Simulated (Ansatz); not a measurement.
## Se_C in SiC (P6_3mc): charge-transition levels and formation energies

Aim: at which Fermi levels does Se_C in SiC (P6_3mc) change its charge? The model is a cell of 108 host atoms with 1 C taken out and 1 Se put in.

Calculated with Ansatz 0.2.0; place-levels on r2SCAN runs: charge-transition levels and formation energies with image-charge correction and potential alignment at the atomic sites; PAW set soft_1.

**Measured values to reproduce.**

For SiC, 6H (bulk crystal, literature), “Charge spill-out and work function of few-layer graphene on SiC(0001)” (2018, arxiv:1806.04908) quotes earlier work: band gap (indirect gap, experimental literature value) 3.03 eV [Literature value cited in passing in the theory part; temperature and measurement method …].

### Step 1. Set-up

The cell holds 108 atoms: 54 Si, 53 C and 1 Se. Cell: a = 9.236 Å, b = 9.236 Å, c = 15.108 Å, α = 90.0°, β = 90.0°, γ = 120.0°. It derives from SiC (space group P6_3mc). Nearest the centre at fractional (0.556, 0.444, 0.542): Se59 at 0.00 Å, Si89 at 1.89 Å, Si53 at 1.89 Å, Si101 at 1.89 Å, Si51 at 1.89 Å, C23 at 3.08 Å, C47 at 3.08 Å, C11 at 3.08 Å.

Screening for the image-charge correction: ε∞ = (7.09, 7.09, 7.35), ε0 = (10.43, 10.43, 10.95), computed on the host (DFPT, PBEsol, on the r2SCAN cell), and a cell off the functional's own equilibrium shifts the ionic part.

The cell's shortest repeat is 9.2 Å.

### Step 2. The runs of each charge state

Levels follow from differences of total energies between charge states, each relaxed by itself.

Each atom starts 0.05 Å or so off its site in a random direction: a symmetric start keeps its symmetry, and would miss off-centre moves and Jahn–Teller distortions. Forces are taken at one point at (¼, ¼, ¼). The cell holds 1 electron more than the neutral one, with a uniform background that keeps it neutral on the whole. The electron count is odd, so at least one spin is unpaired; this run locks the moment at 1 μB.

The sampling was tested on the host first: at the k-points planned (1x1x1 shifted 0.25 0.25 0.25) its energy lies -0.041 eV an atom from the dense-mesh value, a large miss, so this sampling is coarse for the host.

One state's input; the others differ in charge, spin, start and seed, and in occupations where the table says so.

Input file qm1_M1.relax/input.yaml:

```yaml
crystal:
  lattice:
    - [9.23599493, 0.0, 0.0]
    - [-4.61799746, 7.99860624, 0.0]
    - [0.0, 0.0, 15.1078644]
  atoms:
    - { symbol: Si, position: [0.11111111, 0.22222222, 0.8329854] }
    - { symbol: Si, position: [0.22222222, 0.11111111, 0.3329854] }
[... 8 atom lines left out ...]
    - { symbol: C, position: [0.22222222, 0.11111111, 0.54152848] }
[... 11 atom lines left out ...]
    - { symbol: C, position: [0.22222222, 0.44444444, 0.54152848] }
[... 5 atom lines left out ...]
    - { symbol: Si, position: [0.0, 0.66666667, 0.49972248] }
[... 11 atom lines left out ...]
    - { symbol: Si, position: [0.33333333, 0.0, 0.49972248] }
[... 3 atom lines left out ...]
    - { symbol: C, position: [0.44444444, 0.22222222, 0.70799668] }
[... 1 atom line left out ...]
    - { symbol: C, position: [0.55555556, 0.11111111, 0.54152848] }
[... 2 atom lines left out ...]
    - { symbol: Si, position: [0.55555556, 0.44444444, 0.3329854] }
    - { symbol: Si, position: [0.55555556, 0.44444444, 0.66650102] }
[... 1 atom line left out ...]
    - { symbol: Si, position: [0.33333333, 0.33333333, 0.49972248] }
[... 2 atom lines left out ...]
    - { symbol: C, position: [0.33333333, 0.33333333, 0.37436694] }
    - { symbol: C, position: [0.44444444, 0.55555556, 0.70799668] }
[... 1 atom line left out ...]
    - { symbol: Se, position: [0.55555556, 0.44444444, 0.54152848] }
[... 11 atom lines left out ...]
    - { symbol: C, position: [0.55555556, 0.77777778, 0.54152848] }
[... 17 atom lines left out ...]
    - { symbol: Si, position: [0.66666667, 0.33333333, 0.49972248] }
[... 2 atom lines left out ...]
    - { symbol: C, position: [0.66666667, 0.33333333, 0.37436694] }
    - { symbol: C, position: [0.77777778, 0.55555556, 0.70799668] }
[... 1 atom line left out ...]
    - { symbol: C, position: [0.88888889, 0.44444444, 0.54152848] }
[... 5 atom lines left out ...]
    - { symbol: Si, position: [0.66666667, 0.66666667, 0.49972248] }
[... 2 atom lines left out ...]
    - { symbol: C, position: [0.66666667, 0.66666667, 0.37436694] }
[... 2 atom lines left out ...]
    - { symbol: C, position: [0.88888889, 0.77777778, 0.54152848] }
    - { symbol: C, position: [0.77777778, 0.88888889, 0.04152848] }
  host:
    repeats: [3, 3, 1]
    atoms:
      - { symbol: Si, position: [0.33333333, 0.66666667, 0.8329854] }
      - { symbol: Si, position: [0.66666667, 0.33333333, 0.3329854] }
      # ... 10 more atoms of the perfect host
total_charge: -1
basis:
  ecutwfc: 500
  xc_grid: 2
hamiltonian:
  xc: r2scan
  pseudopotentials: { kind: paw, azcp: { folder: soft_1 } }
kpoints:
  mp_grid: { grid: [1, 1, 1], shift: [0.25, 0.25, 0.25] }
magnetization:
  spin_polarized: true
  initial_magnetization: 1
  spin_locking: { lock_magnetization: hard }
scf:
  occupations: { method: fixed }
  max_iter: 100
output:
  forces: true
  charged_corrections:
    epsilon: [7.09, 7.09, 7.35]
    static_epsilon: [10.43, 10.43, 10.95]
    defect_position: [0.555556, 0.444444, 0.541528]
relax:
  f_tol: 0.02
  max_steps: 80
  random_displacement: { amplitude: 0.05, seed: 8452 }
checkpoint:
  write: "../qm1_M1.relax.run"
  compress: false
  write_wavefunctions: true
  write_every: 100000
```

Command:

```sh
> ansatz run input.yaml --threads 4 --pin off --max-ram 15073MiB --backend cpu --events-out ev --progress --plain --runs-dir out
```

Defect states can disperse in a cell of this size, so the energy is taken again at a 2×2×2 shifted mesh, on the relaxed structure.

The run of this state that the levels use, under r2SCAN:

Input file qm1_M1.point/input.yaml:

```yaml
crystal:
  checkpoint: "../qm1_M1.relax.run"
  host: checkpoint
total_charge: -1
basis:
  ecutwfc: 500
  xc_grid: 2
hamiltonian:
  xc: r2scan
  pseudopotentials: { kind: paw, azcp: { folder: soft_1 } }
kpoints:
  mp_grid: { grid: [2, 2, 2], shift: [0.5, 0.5, 0.5] }
magnetization:
  spin_polarized: true
  initial_magnetization: 1
  spin_locking: { lock_magnetization: hard }
scf:
  occupations: { method: fermi_dirac, width: 0.01 }
  max_iter: 100
output:
  forces: true
  eigenvalues: true
  charged_corrections:
    epsilon: [7.09, 7.09, 7.35]
    static_epsilon: [10.43, 10.43, 10.95]
    defect_position: [0.555556, 0.444444, 0.541528]
  eigenstates: { localisation: true }
  populations: true
  efg: {}
checkpoint:
  read: "../qm1_M1.relax.run"
  write: "../qm1_M1.point.run"
  compress: false
  write_wavefunctions: false
  write_every: 100000
```

Relaxations under r2SCAN at one point at (¼, ¼, ¼); times on 4 threads of Intel Xeon Platinum 8259CL at 2.50GHz (Skylake/Cascade Lake), shared host:

```tsv
charge	moment (μB)	occupations	outcome	steps	largest displacement against the far atoms (Å)	time
−1	1	fixed	converged	9	0.46	11 min
0	0	fixed	converged	8	0.47	4.8 min
+1	1	fixed	converged	8	0.42	10 min
+2	0	fixed	converged	7	0.39	4 min
0	2	fixed	converged	15	0.43	21 min
```

Single points under r2SCAN at a 2×2×2 shifted mesh; times on 4 threads of Intel Xeon Platinum 8259CL at 2.50GHz (Skylake/Cascade Lake), shared host:

```tsv
charge	moment (μB)	occupations	outcome	time
−1	1	fermi-dirac	converged	9.4 min
0	0	fermi-dirac	converged	4.1 min
+1	1	fermi-dirac	converged	9.5 min
+2	0	fermi-dirac	converged	3.7 min
0	2	fermi-dirac	converged	11 min
```

Distances (Å) from Se59 to the nearest atoms after relaxation with r2SCAN:

```tsv
charge	moment (μB)	1.	2.	3.	4.	5.	6.
−1	1	Si 2.25	Si 2.27	Si 2.27	Si 2.30	C 3.08	C 3.09
0	0	Si 2.24	Si 2.27	Si 2.27	Si 2.31	C 3.08	C 3.08
0	2	Si 2.25	Si 2.25	Si 2.26	Si 2.30	C 3.09	C 3.09
+1	1	Si 2.24	Si 2.25	Si 2.25	Si 2.27	C 3.09	C 3.09
+2	0	Si 2.23	Si 2.23	Si 2.23	Si 2.24	C 3.10	C 3.10
```

### Step 3. Levels against the band edges, r2SCAN

A charged cell interacts with its images and the background, and its potential has another zero than the host's. place-levels removes the first by a point-charge model, screened by the static dielectric constant since the ions have relaxed around the charge, and the second by comparing potentials at atoms far from the defect.

The host is a run of the defect-free crystal in the same cutoffs, grids and k-points, so that basis and sampling errors cancel in part in the differences. The host is run in a cell of 12 atoms on a matching mesh. Its band edges are searched through the zone by a band path, so the gap is smaller than, or equal to, that on the mesh. Chemical potentials are energies per atom of C (diamond) and Se (trigonal (grey) selenium), run with the same functional and cutoff. Carbon is taken as diamond, which semilocal functionals can put about 0.1 eV an atom over graphite.

Input file levels.point.yaml:

```yaml
host:
  run: host.point.run
states: [qm1_M1.point.run, q0.point.run, qp1_M1.point.run, qp2.point.run, q0_M2.point.run]
geometry_from:
  qm1_M1.point.run: qm1_M1.relax.run
  q0.point.run: q0.relax.run
  qp1_M1.point.run: qp1_M1.relax.run
  qp2.point.run: qp2.relax.run
  q0_M2.point.run: q0_M2.relax.run
  host.point.run: host.relax.run
chemical_potentials:
  C:
    energy: -251.553391
    dataset: "<sha256 of the dataset>"
  Se:
    energy: -5478.140172
    dataset: "<sha256 of the dataset>"
epsilon: [7.09, 7.09, 7.35]
static_epsilon: [10.43, 10.43, 10.95]
vertical:
  - { from: qm1_M1.point.run, to: qm1_M1.point_neutral.run }
  - { from: qp1_M1.point.run, to: qp1_M1.point_neutral.run }
  - { from: qp2.point.run, to: qp2.point_neutral.run }
```

Command:

```sh
> ansatz place-levels levels.point.yaml -- --threads 4 --pin off --max-ram 15073MiB
```

Numbers of over 12 decimals in the logs are rounded to 6 here.

The program printed:

```text
[... repeated set-up lines and file paths are left out, and long positions are rounded to six places ...]
(+2/+1) 1.850 eV above the valence edge, 0.519 eV under the conduction edge
(+1/0) 2.216 eV above the valence edge, 0.152 eV under the conduction edge
(0/-1) 2.404 eV above the valence edge (+2.726 eV without the band-filling correction), in the conduction band
formation energy of charge +2: +1.638 eV with the Fermi level at the valence edge
formation energy of charge +1: +3.488 eV with the Fermi level at the valence edge
formation energy of charge 0: +5.704 eV with the Fermi level at the valence edge
formation energy of charge -1: +8.108 eV with the Fermi level at the valence edge
vertical -1 to 0: no energy, since no alignment is typed
  the change from vertical[0].from (qm1_M1.point.run) to vertical[0].to (qm1_M1.point_neutral.run): by its potential at epsilon [7.09, 7.09, 7.35] it stands at 0.609 0.394 0.191, with an rms radius of about 6.0 Å (3.5 3.5 3.4 Å across the planes of the cell's [...]
vertical +1 to 0: no energy, since no alignment is typed
  the change from vertical[1].from (qp1_M1.point.run) to vertical[1].to (qp1_M1.point_neutral.run): by its potential at epsilon [7.09, 7.09, 7.35] it stands at 0.656 0.344 0.595, with an rms radius of about 4.8 Å (2.8 2.8 2.7 Å across the planes of the cell's [...]
vertical +2 to 0: no energy, since no alignment is typed
  the change from vertical[2].from (qp2.point.run) to vertical[2].to (qp2.point_neutral.run): by its potential at epsilon [7.09, 7.09, 7.35] it stands at 0.645 0.354 0.586, with an rms radius of about 4.8 Å (2.8 2.8 2.7 Å across the planes of the cell's [...]
  edges by r2scan, gap 2.368 eV; the host is sampled to repeats of 18.47 Å
  the defect's cells are sampled to repeats of 18.47 Å, like sampling
  charge +2: -53375.7498 eV with its correction of +0.990 eV, at epsilon [10.43, 10.43, 10.95], aligned at sites: +0.1622 eV, mean over 69 atomic sites at or beyond 4.62 Å from the host's site at [0.5553, 0.4447, 0.5416] by the defect at [0.5556, 0.4444, [...]
  charge +1: -53364.4658 eV with its correction of +0.373 eV, at epsilon [10.43, 10.43, 10.95], aligned at sites: +0.2069 eV, mean over 69 atomic sites at or beyond 4.62 Å from the host's site at [0.5553, 0.4447, 0.5416] by the defect at [0.5556, 0.4444, [...]
  charge 0: +0.000 eV for its dipole among its images, -0.007 omitted
  charge -1: -53340.6556 eV with its correction of -0.150 eV, at epsilon [10.43, 10.43, 10.95], aligned at sites: +0.3166 eV, mean over 69 atomic sites at or beyond 4.62 Å from the host's site at [0.5553, 0.4447, 0.5416] by the defect at [0.5556, 0.4444, [...]
  charge 0: states[4] (q0_M2.point.run) stands 0.298 eV higher, with a moment of 2.00 μB against 0.00
  of states[3] (qp2.point.run): it parts from the run at its places by a charge that spreads by about 2.8 Å along one vector (1.4 Å or more is wide), by its potential at epsilon [7.09, 7.09, 7.35], taken for that of held ions (one typed too small widens it), [...]
  of states[2] (qp1_M1.point.run): it parts from the run at its places by a charge that spreads by about 2.8 Å along one vector (1.4 Å or more is wide), by its potential at epsilon [7.09, 7.09, 7.35], taken for that of held ions (one typed too small widens [...]
  of states[1] (q0.point.run): its alignment with the host at atomic sites is doubtful: the mean over the far sites moves by -0.0511 eV from their farther parts to their nearer, more than 0.05 eV. [...]
  of states[0] (qm1_M1.point.run): it parts from the run at its places by a charge that spreads by about 3.5 Å along one vector (1.4 Å or more is wide), by its potential at epsilon [7.09, 7.09, 7.35], taken for that of held ions (one typed too small widens [...]
  of states[4] (q0_M2.point.run): its alignment with the host at atomic sites is doubtful: the mean over the far sites moves by -0.1122 eV from their farther parts to their nearer, more than 0.05 eV. [...]
  of vertical[0].from (qm1_M1.point.run): its sublattices stand up to 0.0423 Å off the host's, which by the two runs' forces adds about +0.04 eV to its energy against the host's, and moves the band edges: relax the crystal first, and build the cells on it; [...]
  of vertical[1].from (qp1_M1.point.run): its sublattices stand up to 0.0370 Å off the host's, which by the two runs' forces adds about +0.01 eV to its energy against the host's, and moves the band edges: relax the crystal first, and build the cells on it; [...]
  of vertical[2].from (qp2.point.run): it parts from the run at its places by a charge that spreads by about 2.8 Å along one vector (1.4 Å or more is wide), by its potential at epsilon [7.09, 7.09, 7.35], taken for that of held ions (one typed too small [...]
  vertical[2].to (qp2.point_neutral.run): levels filled in part (TS 0.003 eV): its energy is of no whole electron's
```

Elapsed: 1.1 s, on 4 threads of Intel Xeon Platinum 8259CL at 2.50GHz (Skylake/Cascade Lake), shared host.

(Part 1 of 2 ends here.)

[Logs are printed without paths, hosts, clocks, repeated set-up lines and the standing remarks that a program may print on its own settings, such as how far it seeks lower states.]

[Hosts, paths, dates, database ids (printed as entryN), source tags and the programs' standing remarks are cut or masked in the printed files.]

[Where a table of states has a column of steps, it counts the stored structures, which are thinned; the runs took as many ionic steps or more.]

[A defect's name tells the site on which it was built; relaxed atoms can leave that site.]

[For some hosts the program warned that the k-mesh of the response run may be too coarse for force constants and the static dielectric constant; such warnings are not shown here.]
